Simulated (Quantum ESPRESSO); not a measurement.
**E(M) of Fe**

Aim: the energy of Fe as a function of the total spin moment of its primitive cell.

Calculated with Quantum ESPRESSO 7.5; PBE; plane waves with GBRV 1.5 PBE potentials, no spin-orbit coupling.

The database entry behind the starting cell differs from later determinations by our own check (an axis about 0.7 % long against later determinations), so it need not match the best structure at ambient conditions.

### Step 1. Starting point

It takes space group Im-3m (No. 229, cubic). Conventional cell: a = 2.886 Å, b = 2.886 Å, c = 2.886 Å, α = 90.00°, β = 90.00°, γ = 90.00°. Fe has 8 Fe at 2.50 Å nearest.

The cell comes from the Crystallography Open Database.

### Step 2. The free run

ASE passes magmoms on as starting_magnetization. pw.x reads values of 1 or more as Bohr magnetons; where all are smaller, it reads them as fractions of the valence charge.

Contents of pw.py:

```python
from ase import Atoms
from ase.calculators.espresso import Espresso, EspressoProfile

atoms = Atoms(['Fe'],
    cell=[[-1.443, 1.443, 1.443],
         [1.443, -1.443, 1.443],
         [1.443, 1.443, -1.443]],
    scaled_positions=[[0.0, 0.0, 0.0]],
    pbc=True,
    magmoms=[2.8])
input_data = {
    'control': {'calculation': 'scf', 'prefix': 'pwscf', 'outdir': './tmp', 'disk_io': 'nowf'},
    'system': {'ecutwfc': 40.0, 'ecutrho': 280.0, 'nbnd': 15, 'occupations': 'smearing', 'smearing': 'fd', 'degauss': 0.00999582, 'nspin': 2},
    'electrons': {'conv_thr': 2e-09, 'electron_maxstep': 150, 'mixing_beta': 0.3},
}
atoms.calc = Espresso(
    profile=EspressoProfile(command='mpirun -n 2 pw.x -nk 2', pseudo_dir='pseudo'),
    pseudopotentials={'Fe': 'fe_pbe_v1.5.uspp.F.UPF'},
    input_data=input_data,
    kpts=(14, 14, 14),
    koffset=(0, 0, 0))
energy = atoms.get_potential_energy(force_consistent=True)
print(f'free energy: {energy:.6f} eV')
print('site moments (muB):', atoms.get_magnetic_moments().round(3))
```

The run is started by

```
OMP_NUM_THREADS=1 python3 pw.py > pw.log
```

Log:

```text
free energy: -3406.156143 eV
site moments (muB): [2.421]

--- espresso.pwo ---
Program PWSCF v.7.5 starts

Warning: card &CELL ignored
Warning: card &FCP ignored
Warning: card &RISM ignored

     Message from routine setup:
     using ibrav=0 with symmetry is DISCOURAGED, use correct ibrav instead

     K-points division:     npool     =       2
     Subspace diagonalization in iterative solution of the eigenvalue problem:

     G-vector sticks info
     --------------------
     sticks:   dense  smooth     PW     G-vecs:    dense   smooth      PW
     Sum         471     265    117                 6459     2779     791

     Using Slab Decomposition

     bravais-lattice index     =            0
     lattice parameter (alat)  =       4.7231  a.u.
     unit-cell volume          =      81.1065 (a.u.)^3
     number of atoms/cell      =            1
     number of atomic types    =            1
     number of electrons       =        16.00
     number of Kohn-Sham states=           15
     kinetic-energy cutoff     =      40.0000  Ry
     charge density cutoff     =     280.0000  Ry
     scf convergence threshold =      2.0E-09
     mixing beta               =       0.3000
     number of iterations used =            8  plain     mixing
     Exchange-correlation=  SLA  PW   PBX  PBC
                           (   1   4   3   4   0   0   0)

     celldm(1)=   4.723086  celldm(2)=   0.000000  celldm(3)=   0.000000
     celldm(4)=   0.000000  celldm(5)=   0.000000  celldm(6)=   0.000000

     crystal axes: (cart. coord. in units of alat)
               a(1) = (  -0.577350   0.577350   0.577350 )
               a(2) = (   0.577350  -0.577350   0.577350 )
               a(3) = (   0.577350   0.577350  -0.577350 )

     reciprocal axes: (cart. coord. in units 2 pi/alat)
               b(1) = ( -0.000000  0.866025  0.866025 )
               b(2) = (  0.866025 -0.000000  0.866025 )
               b(3) = (  0.866025  0.866025  0.000000 )

     PseudoPot. # 1 for Fe read from file:
     fe_pbe_v1.5.uspp.F.UPF
     Pseudo is Ultrasoft + core correction, Zval = 16.0
     Generated by new atomic code, or converted to UPF format
     Using radial grid of  861 points,  6 beta functions with:
                l(1) =   0
                l(2) =   0
                l(3) =   1
                l(4) =   1
                l(5) =   2
                l(6) =   2
     Q(r) pseudized with  8 coefficients,  rinner =    1.000   1.000   1.000
                                                       1.000   1.000

     atomic species   valence    mass     pseudopotential
     Fe               16.00    55.84500     Fe( 1.00)

     Starting magnetic structure
     atomic species   magnetization
     Fe              0.175

     48 Sym. Ops., with inversion, found

   Cartesian axes

     site n.     atom                  positions (alat units)
         1        Fe     tau(   1) = (   0.0000000   0.0000000   0.0000000  )

     number of k points=   104  Fermi-Dirac smearing, width (Ry)=  0.0100

     Number of k-points >= 100: set verbosity='high' to print them.

     Dense  grid:     6459 G-vectors     FFT dimensions: (  25,  25,  25)

     Smooth grid:     2779 G-vectors     FFT dimensions: (  20,  20,  20)

     Check: negative core charge=   -0.000065
     Generating pointlists ...
     new r_m :   0.4125 (alat units)  1.9483 (a.u.) for type    1

     Initial potential from superposition of free atoms

     starting charge      15.0000, renormalised to      16.0000
     Starting wfcs are   13 randomized atomic wfcs +    2 random wfcs

     Self-consistent Calculation

     iteration #  1     ecut=    40.00 Ry     beta= 0.30
     Davidson diagonalization with overlap
     ethr =  1.00E-02,  avg # of iterations =  4.3

     total energy              =    -249.84708942 Ry
     estimated scf accuracy    <       2.41487773 Ry

     total magnetization       =     1.97 Bohr mag/cell
     absolute magnetization    =     1.97 Bohr mag/cell

     iteration #  2     ecut=    40.00 Ry     beta= 0.30
     Davidson diagonalization with overlap
     ethr =  1.00E-02,  avg # of iterations =  1.9

     total energy              =    -250.33393851 Ry
     estimated scf accuracy    <       0.05806308 Ry

     total magnetization       =     2.47 Bohr mag/cell
     absolute magnetization    =     2.51 Bohr mag/cell

     iteration #  3     ecut=    40.00 Ry     beta= 0.30
     Davidson diagonalization with overlap
     ethr =  3.63E-04,  avg # of iterations =  1.2

     total energy              =    -250.34660369 Ry
     estimated scf accuracy    <       0.00342658 Ry

     total magnetization       =     2.38 Bohr mag/cell
     absolute magnetization    =     2.44 Bohr mag/cell

     [... further iterations left out ...]

     iteration # 10     ecut=    40.00 Ry     beta= 0.30
     Davidson diagonalization with overlap
     ethr =  3.03E-09,  avg # of iterations =  1.5

     total energy              =    -250.34788084 Ry
     estimated scf accuracy    <       0.00000002 Ry

     total magnetization       =     2.36 Bohr mag/cell
     absolute magnetization    =     2.50 Bohr mag/cell

     iteration # 11     ecut=    40.00 Ry     beta= 0.30
     Davidson diagonalization with overlap
     ethr =  1.44E-10,  avg # of iterations =  1.0

     total energy              =    -250.34788085 Ry
     estimated scf accuracy    <       0.00000002 Ry

     total magnetization       =     2.36 Bohr mag/cell
     absolute magnetization    =     2.50 Bohr mag/cell

     iteration # 12     ecut=    40.00 Ry     beta= 0.30
     Davidson diagonalization with overlap
     ethr =  9.86E-11,  avg # of iterations =  1.0

     total energy              =    -250.34788086 Ry
     estimated scf accuracy    <       0.00000001 Ry

     total magnetization       =     2.36 Bohr mag/cell
     absolute magnetization    =     2.50 Bohr mag/cell

     iteration # 13     ecut=    40.00 Ry     beta= 0.30
     Davidson diagonalization with overlap
     ethr =  7.57E-11,  avg # of iterations =  1.3

     Magnetic moment per site  (integrated on atomic sphere of radius R)
     atom   1 (R=0.413)  charge= 14.4327  magn=  2.4206

     End of self-consistent calculation

     Number of k-points >= 100: set verbosity='high' to print the bands.

     the Fermi energy is    17.0022 ev

!    total energy              =    -250.34788087 Ry
     estimated scf accuracy    <          1.1E-09 Ry
     smearing contrib. (-TS)   =      -0.00453435 Ry
     internal energy E=F+TS    =    -250.34334652 Ry

     The total energy is F=E-TS. E is the sum of the following terms:
     one-electron contribution =    -118.55114047 Ry
     hartree contribution      =      68.23914429 Ry
     xc contribution           =     -29.20506894 Ry
     ewald contribution        =    -170.82628139 Ry

     total magnetization       =     2.36 Bohr mag/cell
     absolute magnetization    =     2.50 Bohr mag/cell

     convergence has been achieved in  13 iterations

=------------------------------------------------------------------------------=
   JOB DONE.
=------------------------------------------------------------------------------=
```

Elapsed: 8.5 s, on 2 MPI ranks of Arm Neoverse V1, shared host; peak memory 0.21 GiB.

Spin moment in the atom's sphere by atom:

```csv
atom,spin moment in the atom's sphere (μB)
Fe1,2.42
```

Read from the output:

```
smearing term TS       : 0.06169 eV
magnetization          : 2.361 μB
absolute magnetization : 2.499 μB
final state            : ferromagnetic
```

### Step 3. Moment fixed at 0 μB

The two spin channels are filled to separate Fermi energies, so that the total moment meets the target. Half of the up one less the down one is the slope dE/dM.

pw.py: that of step 2 with these lines changed.

```diff
@@ -9,6 +9,6 @@
     pbc=True,
-    magmoms=[2.8])
+    magmoms=[0.14])
 input_data = {
     'control': {'calculation': 'scf', 'prefix': 'pwscf', 'outdir': './tmp', 'disk_io': 'nowf'},
-    'system': {'ecutwfc': 40.0, 'ecutrho': 280.0, 'nbnd': 15, 'occupations': 'smearing', 'smearing': 'fd', 'degauss': 0.00999582, 'nspin': 2},
+    'system': {'ecutwfc': 40.0, 'ecutrho': 280.0, 'nbnd': 15, 'occupations': 'smearing', 'smearing': 'fd', 'degauss': 0.00999582, 'nspin': 2, 'tot_magnetization': 0.0},
     'electrons': {'conv_thr': 2e-09, 'electron_maxstep': 150, 'mixing_beta': 0.3},
```

Contents of espresso.pwi:

```
&CONTROL
   calculation      = 'scf'
   outdir           = './tmp'
   prefix           = 'pwscf'
   disk_io          = 'nowf'
   pseudo_dir       = 'pseudo'
/
&SYSTEM
   nbnd             = 15
   tot_magnetization = 0.0
   ecutwfc          = 40.0
   ecutrho          = 280.0
   occupations      = 'smearing'
   degauss          = 0.00999582
   smearing         = 'fd'
   nspin            = 2
   starting_magnetization(1) = 0.14
   ntyp             = 1
   nat              = 1
   ibrav            = 0
/
&ELECTRONS
   electron_maxstep = 150
   conv_thr         = 2e-09
   mixing_beta      = 0.3
/
&IONS
/
&CELL
/
&FCP
/
&RISM
/
ATOMIC_SPECIES
Fe  55.845 fe_pbe_v1.5.uspp.F.UPF

K_POINTS automatic
14 14 14  0 0 0

CELL_PARAMETERS angstrom
-1.44300000000000 1.44300000000000 1.44300000000000
1.44300000000000 -1.44300000000000 1.44300000000000
1.44300000000000 1.44300000000000 -1.44300000000000

ATOMIC_POSITIONS angstrom
Fe  0.0000000000 0.0000000000 0.0000000000
```

The run is started by

```
OMP_NUM_THREADS=1 python3 pw.py > pw.log
```

Log:

```text
     [... lines left out ...]
free energy: -3405.605800 eV
site moments (muB): [0.]
--- espresso.pwo ---
Program PWSCF v.7.5 starts
     [... lines left out ...]
     number of atoms/cell      =            1
     [... lines left out ...]
     number of electrons       =        16.00 (up:   8.00, down:   8.00)
     number of Kohn-Sham states=           15
     kinetic-energy cutoff     =      40.0000  Ry
     charge density cutoff     =     280.0000  Ry
     scf convergence threshold =      2.0E-09
     [... lines left out ...]
     48 Sym. Ops., with inversion, found
     [... lines left out ...]
     number of k points=   104  Fermi-Dirac smearing, width (Ry)=  0.0100
     [... lines left out ...]
     iteration # 12     ecut=    40.00 Ry     beta= 0.30
     [... lines left out ...]
     Magnetic moment per site  (integrated on atomic sphere of radius R)
     atom   1 (R=0.413)  charge= 14.4321  magn=  0.0000
     [... lines left out ...]
     the spin up/dw Fermi energies are    17.0665   17.0665 ev
!    total energy              =    -250.30743136 Ry
     estimated scf accuracy    <          4.3E-10 Ry
     smearing contrib. (-TS)   =      -0.01581895 Ry
     [... lines left out ...]
     total magnetization       =    -0.00 Bohr mag/cell
     absolute magnetization    =     0.00 Bohr mag/cell
     convergence has been achieved in  12 iterations
```

The job ended after 8.4 s (2 MPI ranks; peak memory 0.21 GiB; 16 s of CPU time).

Read from the output:

* magnetization: 0 μB
* absolute magnetization: 0 μB
* half the difference of the two Fermi energies: 0 meV
* largest moment: 0 μB

### Step 4. Moment fixed at 0.319 μB

pw.py: that of step 3 with these lines changed.

```diff
@@ -9,6 +9,6 @@
     pbc=True,
-    magmoms=[0.14])
+    magmoms=[0.319])
 input_data = {
     'control': {'calculation': 'scf', 'prefix': 'pwscf', 'outdir': './tmp', 'disk_io': 'nowf'},
-    'system': {'ecutwfc': 40.0, 'ecutrho': 280.0, 'nbnd': 15, 'occupations': 'smearing', 'smearing': 'fd', 'degauss': 0.00999582, 'nspin': 2, 'tot_magnetization': 0.0},
+    'system': {'ecutwfc': 40.0, 'ecutrho': 280.0, 'nbnd': 16, 'occupations': 'smearing', 'smearing': 'fd', 'degauss': 0.00999582, 'nspin': 2, 'tot_magnetization': 0.319},
     'electrons': {'conv_thr': 2e-09, 'electron_maxstep': 150, 'mixing_beta': 0.3},
```

The run is started by

```
OMP_NUM_THREADS=1 python3 pw.py > pw.log
```

Log:

```text
     [... lines left out ...]
free energy: -3405.626372 eV
site moments (muB): [0.341]
--- espresso.pwo ---
Program PWSCF v.7.5 starts
     [... lines left out ...]
     number of atoms/cell      =            1
     [... lines left out ...]
     number of electrons       =        16.00 (up:   8.16, down:   7.84)
     number of Kohn-Sham states=           16
     kinetic-energy cutoff     =      40.0000  Ry
     charge density cutoff     =     280.0000  Ry
     scf convergence threshold =      2.0E-09
     [... lines left out ...]
     48 Sym. Ops., with inversion, found
     [... lines left out ...]
     number of k points=   104  Fermi-Dirac smearing, width (Ry)=  0.0100
     [... lines left out ...]
     iteration # 12     ecut=    40.00 Ry     beta= 0.30
     [... lines left out ...]
     Magnetic moment per site  (integrated on atomic sphere of radius R)
     atom   1 (R=0.413)  charge= 14.4321  magn=  0.3410
     [... lines left out ...]
     the spin up/dw Fermi energies are    16.9393   17.1942 ev
!    total energy              =    -250.30894341 Ry
     estimated scf accuracy    <          2.7E-11 Ry
     smearing contrib. (-TS)   =      -0.01529759 Ry
     [... lines left out ...]
     total magnetization       =     0.32 Bohr mag/cell
     absolute magnetization    =     0.37 Bohr mag/cell
     convergence has been achieved in  12 iterations
```

Wall time 8.8 s (2 MPI ranks); peak memory 0.21 GiB; 17 s of CPU time.

Spin moment in the atom's sphere by atom:

```csv
atom,spin moment in the atom's sphere (μB)
Fe1,0.341
```

This step gave:

```
magnetization                                 : 0.319 μB
absolute magnetization                        : 0.369 μB
half the difference of the two Fermi energies : -127.4 meV
```

### Step 5. Moment fixed at 0.637 μB

pw.py: that of step 4 with these lines changed.

```diff
@@ -9,6 +9,6 @@
     pbc=True,
-    magmoms=[0.319])
+    magmoms=[0.637])
 input_data = {
     'control': {'calculation': 'scf', 'prefix': 'pwscf', 'outdir': './tmp', 'disk_io': 'nowf'},
-    'system': {'ecutwfc': 40.0, 'ecutrho': 280.0, 'nbnd': 16, 'occupations': 'smearing', 'smearing': 'fd', 'degauss': 0.00999582, 'nspin': 2, 'tot_magnetization': 0.319},
+    'system': {'ecutwfc': 40.0, 'ecutrho': 280.0, 'nbnd': 16, 'occupations': 'smearing', 'smearing': 'fd', 'degauss': 0.00999582, 'nspin': 2, 'tot_magnetization': 0.637},
     'electrons': {'conv_thr': 2e-09, 'electron_maxstep': 150, 'mixing_beta': 0.3},
```

The run is started by

```
OMP_NUM_THREADS=1 python3 pw.py > pw.log
```

Log:

```text
     [... lines left out ...]
free energy: -3405.685033 eV
site moments (muB): [0.678]
--- espresso.pwo ---
Program PWSCF v.7.5 starts
     [... lines left out ...]
     number of atoms/cell      =            1
     [... lines left out ...]
     number of electrons       =        16.00 (up:   8.32, down:   7.68)
     number of Kohn-Sham states=           16
     kinetic-energy cutoff     =      40.0000  Ry
     charge density cutoff     =     280.0000  Ry
     scf convergence threshold =      2.0E-09
     [... lines left out ...]
     48 Sym. Ops., with inversion, found
     [... lines left out ...]
     number of k points=   104  Fermi-Dirac smearing, width (Ry)=  0.0100
     [... lines left out ...]
     iteration # 12     ecut=    40.00 Ry     beta= 0.30
     [... lines left out ...]
     Magnetic moment per site  (integrated on atomic sphere of radius R)
     atom   1 (R=0.413)  charge= 14.4322  magn=  0.6785
     [... lines left out ...]
     the spin up/dw Fermi energies are    16.8312   17.3061 ev
!    total energy              =    -250.31325492 Ry
     estimated scf accuracy    <          3.8E-10 Ry
     smearing contrib. (-TS)   =      -0.01385457 Ry
     [... lines left out ...]
     total magnetization       =     0.64 Bohr mag/cell
     absolute magnetization    =     0.73 Bohr mag/cell
     convergence has been achieved in  12 iterations
```

Run time: 9 s. Hardware: 2 MPI ranks; peak memory 0.21 GiB.

Numbers from this step:

| Property | Result |
| --- | --- |
| magnetization | 0.637 μB |
| absolute magnetization | 0.73 μB |
| half the difference of the two Fermi energies | -237.5 meV |
| largest moment | 0.6785 μB |

### Step 6. An input with a fault

One input was spoiled on purpose, to see how the program answers.

Contents of pw.in:

```
&CONTROL
  calculation = 'scf'
  prefix = 'pwscf'
  outdir = './tmp'
  pseudo_dir = './pseudo'
  disk_io = 'nowf'
/
&SYSTEM
  ibrav = 0
  nat = 1
  ntyp = 1
  ecutwfc = 40
  ecutrho = 280
  nbnd = 15
  occupations = 'smearing'
  smearing = 'fd'
  degauss = 0.00999582
  nspin = 2
  starting_magnetization(1) = 0.175
/
&ELECTRONS
  conv_thr = 2d-09
  electron_maxstep = 60
  mixing_beta = 0.3
/
ATOMIC_SPECIES
Fe     55.8450 fe_pbe_v1.5.uspp.F.UPF
CELL_PARAMETERS angstrom
  -1.4430000000    1.4430000000    1.4430000000
   1.4430000000   -1.4430000000    1.4430000000
   1.4430000000    1.4430000000   -1.4430000000
ATOMIC_POSITIONS crystal
Fe      0.0000000000    0.0000000000    0.0000000000
K_POINTS automatic
0 14 14 0 0 0
```

The run is started by

```
OMP_NUM_THREADS=1 mpirun -n 2 pw.x -nk 2 -in pw.in > pw.out
```

Log:

```text
     [... lines left out ...]
Program PWSCF v.7.5 starts
     Error in routine card_kpoints (1):
     invalid values for nk1, nk2, nk3
 %%%%%%%%%%%%%%%%%%%%%%%%%%%%%%%%%%%%%%%%%%%%%%%%%%%%%%%%%%%%%%%%%%%%%%%%%%%%%%
     stopping ...
```

Wall time 0.74 s (2 MPI ranks); peak memory 0.05 GiB.

The input was rejected at the start.

The program's message: “card_kpoints (1): invalid values for nk1, nk2, nk3”

The fault put into the input: a mesh with a zero.

### Step 7. All moments

The runs not shown differ in the target, the start and the number of states alone. The point at 2.36 μB is the free run, entered with slope zero.

The energy over the lowest by total spin moment:

```csv
total spin moment (μB a cell),energy over the lowest (meV a cell)
0.00,550
0.32,530
0.64,471
0.96,382
1.27,273
1.59,161
1.91,63.3
2.23,4.79
2.36,0
2.55,10.8
2.87,108
3.19,364
```

The dE/dM by total spin moment:

```csv
total spin moment (μB a cell),dE/dM (meV/μB)
0.00,-0.0210
0.32,-127
0.64,-237
0.96,-317
1.27,-355
1.59,-339
1.91,-266
2.23,-76.5
2.36,0
2.55,125
2.87,545
3.19,1041
```

Largest site moment against total spin moment:

```csv
total spin moment (μB a cell),largest site moment (μB)
0.00,5.7e-6
0.32,0.341
0.64,0.678
0.96,1.01
1.27,1.34
1.59,1.67
1.91,1.99
2.23,2.30
2.36,2.42
2.55,2.60
2.87,2.87
3.19,3.11
```

### Step 8. What came out

| Quantity | Value |
| --- | --- |
| moment of the free run | 2.36 μB a cell |
| energy at zero total moment | 550 meV a cell over the lowest |
| ΔE/ΔM² from the lowest point to 2.55 and to 1.91 μB | 305 and 315 meV/μB² |

**Reading.** At zero total moment the site moments vanish, so the 550 meV a cell is the energy of forming them. The points show one minimum alone. The cell holds one seeded atom, so opposed orders, which may lie lower, cannot form in it. Energies are free energies at an electronic temperature of 1580 K, which lowers moments and differences where the moments are itinerant.

[Logs and program files are shortened in this print: banners, set-up blocks, solver, clock and traceback lines can be left out without a mark of their own.]

[Logs are printed without paths, hosts, clocks, repeated set-up lines and the standing remarks that a program may print on its own settings, such as how far it seeks lower states.]

[Hosts, paths, dates, database ids (printed as entryN), source tags and the programs' standing remarks are cut or masked in the printed files.]

[Where a cell is said to come from a database of computed structures, the database is the Materials Project.]
